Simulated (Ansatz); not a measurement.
# Functionals, potentials and the resistivity of LuH2 (Fm-3m), part 2 of 2

Each step names its level of theory.

So far, coupling constant λ: step 4 (resistivity: LDA at its own relaxed cell) 0.257; step 5 (resistivity: the database cell, unrelaxed, PBEsol) 0.271; step 7 (resistivity: PseudoDojo files, PBEsol PseudoDojo norm-conserving) 0.258. Also resistivity at 300 K (μΩ cm): step 4 11.4; step 5 12.5; step 7 11.3.

**8. Resistivity: finite displacements**

Finite displacements in a supercell are the other road to force constants and couplings; here with the base functional.

This step: DFT PBEsol, scalar-relativistic, plane waves, PAW (Ansatz 0.2.0).

Contents of input.yaml:

```yaml
crystal:
  lattice:
    - [0.0, 2.4792260564, 2.4792260564]
    - [2.4792260564, 0.0, 2.4792260564]
    - [2.4792260564, 2.4792260564, 0.0]
  atoms:
    - { symbol: Lu, position: [0.0, 0.0, 0.0] }
    - { symbol: H, position: [0.25, 0.25, 0.25] }
    - { symbol: H, position: [0.75, 0.75, 0.75] }
kpoints:
  mp_grid: { grid: [8, 8, 8] }
hamiltonian:
  xc: pbesol
scf:
  occupations: { method: methfessel_paxton, width: 0.2 }
output:
  eigenvalues: true
phonons:
  method: fd
  supercell: [2, 2, 2]
  temperatures: { t_max: 1000, t_step: 50 }
  qpath:
    path:
      - [[0.0, 0.0, 0.0], [0.5, 0.0, 0.5], [0.625, 0.25, 0.625]]
      - [[0.375, 0.375, 0.75], [0.0, 0.0, 0.0], [0.5, 0.5, 0.5], [0.5, 0.25, 0.75], [0.5, 0.0, 0.5]]
    npoints: 10
  electrical_resistivity:
    mesh: [12, 12, 12]
    temperatures: [20.0, 50.0, 80.0, 100.0, 150.0, 200.0, 273.0, 300.0, 400.0, 500.0, 600.0, 800.0]
  superconductivity: { mesh: [12, 12, 12], eliashberg_equations: false }
```

Launch:

```console
$ ansatz run input.yaml --threads 8 --pin off --max-ram 16384MiB --backend cpu --events-out ev --progress --plain --runs-dir out
```

Run time: 46 s. Hardware: 8 threads of Arm Neoverse N1, shared host; peak memory 1.8 GiB.

This step gave:

* volume per atom: 10.16 Å³
* resistivity at 300 K: 11.36 μΩ cm
* coupling constant λ: 0.258
* density of states at the Fermi level: 0.2893 states/eV a spin and cell
* log mean phonon energy ħω_log: 24.97 meV
* transport coupling constant λ_tr: 0.3336, 0.3336, 0.3336 (xx, yy, zz)
* Drude plasma energy: 5.111, 5.111, 5.111 eV (xx, yy, zz)
* resistivity times mean free path: 13.76, 13.76, 13.76 × 10⁻¹⁶ Ω m² (xx, yy, zz)
* second-moment phonon energy ħω₂: 70.33 meV

The Eliashberg function α²F has structure finer than the step of the table below, so its rows give means over 5 meV, whole bins alone (the curve runs from 0.573 to 146 meV). Peaks (meV: height): α²F 15.5: 0.307, 128.9: 0.254, 139.2: 0.489; α²F tr 15.5: 0.441, 128.9: 0.361, 139.2: 0.710.

Eliashberg function α²F against phonon energy; means over each step:

```csv
phonon energy (meV),α²F,α²F tr
5,0.00119,1.8e-4
10,0.0457,0.0540
15,0.208,0.282
20,0.0154,0.0279
25,0,0
30,0,0
35,0,0
40,0,0
45,0,0
50,0,0
55,0,0
60,0,0
65,0,0
70,0,0
75,0,0
80,0,0
85,0,0
90,0,0
95,0,0
100,0,0
105,0,0
110,0,0
115,0,0
120,1.5e-5,0
125,0.0167,0.0156
130,0.215,0.294
135,0.187,0.217
140,0.405,0.528
```

By its own test the run is not converged in the mesh. λ = 0.258 and 11.4 μΩ cm at 300 K. This session holds no earlier run at the same level of theory and cell to set it against.

**9. Relaxing tightly for phonons (r2SCAN, PAW)**

This step: DFT r2SCAN, scalar-relativistic, plane waves, PAW (Ansatz 0.2.0).

input.yaml, the sections that differ from step 8:

```yaml
kpoints:
  mp_grid: { grid: [10, 10, 10] }
hamiltonian:
  xc: r2scan
output:
  forces: true
  stress: true
  eigenvalues: true
relax:
  adjacent_minimum: "off"
  f_tol: 0.001
  max_steps: 60
  cell: { stress_tol: 0.01 }
# crystal, scf: as in step 8
# phonons: removed
```

Total energies of two functionals don't compare. The cutoff isn't typed and follows the default for these files.

Elapsed: 6.8 s, on 8 threads; peak memory 0.49 GiB.

Relaxation path:

```csv
step,energy less that of the first step (eV),largest force component (eV/Å),pressure (GPa),volume (Å³)
1,0.0000,0.0000,2.08,30.48
2,0.0106,0.0000,-3.53,32.34
3,-0.0038,0.0000,-0.11,31.14
4,-0.0038,0.0000,0.00,31.11
5,-0.0040,0.0000,0.00,31.11
```

The log counts 1 steps on a newly chosen plane-wave basis, not all of them marked here; energy and pressure can jump at such steps. Relaxation step 2 was tried and not accepted.

```csv
"conventional cell, symmetrised",before,after,change
a (Å),4.958,4.993,+0.7 %
b (Å),4.958,4.993,+0.7 %
c (Å),4.958,4.993,+0.7 %
volume (Å³/atom),10.16,10.37,+2.1 %
```

The relaxed structure:

```cif
data_structure
_symmetry_space_group_name_H-M 'P 1'
_symmetry_Int_Tables_number 1
_cell_length_a 3.5302
_cell_length_b 3.5302
_cell_length_c 3.5302
_cell_angle_alpha 60.000
_cell_angle_beta 60.000
_cell_angle_gamma 60.000
_cell_volume 31.11
loop_
_atom_site_label
_atom_site_type_symbol
_atom_site_fract_x
_atom_site_fract_y
_atom_site_fract_z
_atom_site_occupancy
Lu1 Lu 0.00000 0.00000 0.00000 1
H2 H 0.25000 0.25000 0.25000 1
H3 H 0.75000 0.75000 0.75000 1
```

This step gave:

```
pressure        : 0.003181 GPa
volume per atom : 10.37 Å³
```

The largest force is now zero by symmetry and the largest stress component 0.0032 GPa, small enough for phonons.

**10. Electron–phonon run: r2SCAN at its own relaxed cell**

Contents of input.yaml:

```yaml
crystal:
  lattice:
    - [0.0, 2.4962631302, 2.4962631302]
    - [2.4962631302, 0.0, 2.4962631302]
    - [2.4962631302, 2.4962631302, 0.0]
  atoms:
    - { symbol: Lu, position: [0.0, 0.0, 0.0] }
    - { symbol: H, position: [0.25, 0.25, 0.25] }
    - { symbol: H, position: [0.75, 0.75, 0.75] }
kpoints:
  mp_grid: { grid: [8, 8, 8] }
hamiltonian:
  xc: r2scan
scf:
  occupations: { method: methfessel_paxton, width: 0.2 }
output:
  eigenvalues: true
phonons:
  method: dfpt
  qmesh: [2, 2, 2]
  temperatures: { t_max: 1000, t_step: 50 }
  qpath:
    path:
      - [[0.0, 0.0, 0.0], [0.5, 0.0, 0.5], [0.625, 0.25, 0.625]]
      - [[0.375, 0.375, 0.75], [0.0, 0.0, 0.0], [0.5, 0.5, 0.5], [0.5, 0.25, 0.75], [0.5, 0.0, 0.5]]
    npoints: 10
  electrical_resistivity:
    mesh: [12, 12, 12]
    temperatures: [20.0, 50.0, 80.0, 100.0, 150.0, 200.0, 273.0, 300.0, 400.0, 500.0, 600.0, 800.0]
  superconductivity: { mesh: [12, 12, 12], eliashberg_equations: false }
```

Elapsed: 2 min, on 8 threads; peak memory 1.2 GiB.

Numbers from this step:

```
zero point energy                                 : 0.4231 eV/cell
highest frequency, solved or plainly interpolated : 1198 cm⁻¹
Debye temperature (second moment)                 : 1651 K
resistivity at 300 K                              : 13.81 μΩ cm
coupling constant λ                               : 0.3255
density of states at the Fermi level              : 0.2732 states/eV a spin and cell
log mean phonon energy ħω_log                     : 24.19 meV
transport coupling constant λ_tr                  : 0.4206, 0.4206, 0.4206 (xx, yy, zz)
Drude plasma energy                               : 5.245, 5.245, 5.245 eV (xx, yy, zz)
resistivity times mean free path                  : 13.94, 13.94, 13.94 × 10⁻¹⁶ Ω m² (xx, yy, zz)
second-moment phonon energy ħω₂                   : 68.93 meV
```

Some points of the scattering mesh along the symmetry lines, up to three branches each (those of largest λ), at most 39 rows; the frequencies are those of the scattering step, which can differ from the solved and plainly interpolated ones; single rows converge slowly. Mode couplings:

```csv
q1,q2,q3,branch,ħω (meV),λ_q,half width (meV)
0.3333,0,0.3333,3,17.74,0.13,0.035
0.3333,0,0.3333,7,139.7,0.0506,0.846
0.3333,0,0.3333,8,141.6,0.0247,0.426
0.25,0.25,0.5,3,14.13,0.278,0.0476
0.25,0.25,0.5,5,133.3,0.032,0.488
0.25,0.25,0.5,7,135.1,0.0231,0.362
0.3333,0.3333,0.3333,1,10.06,0.0211,0.00183
0.3333,0.3333,0.3333,3,13.08,0.198,0.029
0.3333,0.3333,0.3333,4,125,0.0268,0.359
0.5,0.3333,0.6667,1,12.74,0.126,0.0176
0.5,0.3333,0.6667,2,15.48,0.0337,0.00692
0.5,0.3333,0.6667,3,15.78,0.097,0.0207
0.5,0,0.5,1,14.22,0.0429,0.00745
0.5,0,0.5,2,14.22,0.0429,0.00745
0.5,0,0.5,7,139.7,0.0242,0.406
```

Some states were left unconverged by the eigensolver. By its own test the run is not converged in the mesh. λ = 0.326 and 13.8 μΩ cm at 300 K, against 0.257 and 11.4 in the run with LDA at its own relaxed cell (+26.9 % and +21.4 %). N(E_F) moves by -5.4 % and the coupling-weighted phonon energy by -1.5 %; λ goes as N/ω², which would give -2.4 % if the matrix elements stayed.

**11. All runs side by side**

Series, by row:

```csv
run,change,level of theory,method,q mesh or supercell,k mesh,scattering mesh,smearing,volume (Å³/atom),N(E_F) (states/eV/spin),lambda,omega_log (meV),rho 300 K (μΩ cm),core-minutes,wall (s)
lda,LDA at its own relaxed cell,"LDA, scalar-relativistic, PAW",dfpt,2x2x2,8x8x8,12x12x12,methfessel_paxton 0.2,9.863,0.2889,0.2566,24.57,11.38,2.4,23
start,"the database cell, unrelaxed","PBEsol, scalar-relativistic, PAW",dfpt,2x2x2,8x8x8,12x12x12,methfessel_paxton 0.2,10.62,0.2984,0.2714,24.06,12.53,2.5,24
nc,PseudoDojo files,"PBEsol, scalar-relativistic, PseudoDojo norm-conserving pseudopotentials",dfpt,2x2x2,8x8x8,12x12x12,methfessel_paxton 0.2,10.13,0.2889,0.2578,25.05,11.34,9.3,75
fd,finite displacements,"PBEsol, scalar-relativistic, PAW",fd,2x2x2,8x8x8,12x12x12,methfessel_paxton 0.2,10.16,0.2893,0.258,24.97,11.36,5.5,46
r2scan,r2SCAN at its own relaxed cell,"r2SCAN, scalar-relativistic, PAW",dfpt,2x2x2,8x8x8,12x12x12,methfessel_paxton 0.2,10.37,0.2732,0.3255,24.19,13.81,15,120
```

**12. What came out**

| Item | Value |
| --- | --- |
| run | LDA, q 2×2×2, k 8×8×8, scattering 12×12×12 (LDA at its own relaxed cell) |
| coupling constant λ | 0.257 |
| log mean phonon energy ħω_log | 24.6 meV |
| states at the Fermi level | 0.289 states/eV/spin/cell |
| resistivity at 300 K | 11.4 μΩ cm |
| Drude plasma energy | 5.14 eV |
| resistivity times mean free path | 13.5 × 10⁻¹⁶ Ω m² |
| change between its two finest scattering meshes | λ 2 % |
| time of that run | 23 s |

Over the 5 runs that ended, ρ(300 K) of LuH2 (Fm-3m) spans 11.3 to 13.8 μΩ cm and λ 0.257 to 0.326; the run with r2SCAN at its own relaxed cell lies farthest from the median resistivity of 11.4 (+21 %). The Sommerfeld coefficient follows from γ = (π²/3) k_B² N(E_F)(1 + λ) with both spins counted, 1.71 with the factor and 1.36 without (mJ/(mol K²), run with LDA at its own relaxed cell). The coupling is weak (λ = 0.26 in the run with LDA at its own relaxed cell), so phonons raise the electrons' mass at the Fermi surface by about 26 %. Values of ρ(T) under 50 K rest on the softest modes, mostly interpolated ones, and are the least sure of the table. The high-temperature form ρ = 2π k_B T λ_tr/(ħ ε₀ ω_p²) gives 15.3 μΩ cm along x at 300 K, against 11.4 from the Boltzmann equation. Ziman's lowest order at 300 K, 12.0, lies between: the step down to it comes mostly from the finite phonon energies, and the full solution lies lower still, since it lets the current shift to the states that scatter least. By their share in the modes' patterns, Lu atoms take 76 % of λ. The three lowest branches give 76 % of λ. In the run quoted no mode is imaginary at the wavevectors of the 2×2×2 mesh; wavevectors off that mesh are interpolated. Only scattering by harmonic phonons counts; impurities, grain boundaries and thermal expansion are left out.

Calculation against experiment:

| quantity | measured | LDA at its own relaxed cell | the database cell, unrelaxed | PseudoDojo files | finite displacements | r2SCAN at its own relaxed cell |
| --- | --- | --- | --- | --- | --- | --- |
| Sommerfeld coefficient γ (per mole of LuH2) (mJ/(mol K²)) | 2.1 | 1.71 (-18.5 %) | 1.79 (-14.8 %) | 1.71 (-18.4 %) | 1.72 (-18.3 %) | 1.71 (-18.7 %) |

Measured values from arxiv:2304.00558 (2023).

**Verdict.** The Sommerfeld coefficient γ is off by -18.5 % at LDA at its own relaxed cell: fair agreement.

[Logs are printed without paths, hosts, clocks, repeated set-up lines and the standing remarks that a program may print on its own settings, such as how far it seeks lower states.]

[Hosts, paths, dates, database ids (printed as entryN), source tags and the programs' standing remarks are cut or masked in the printed files.]
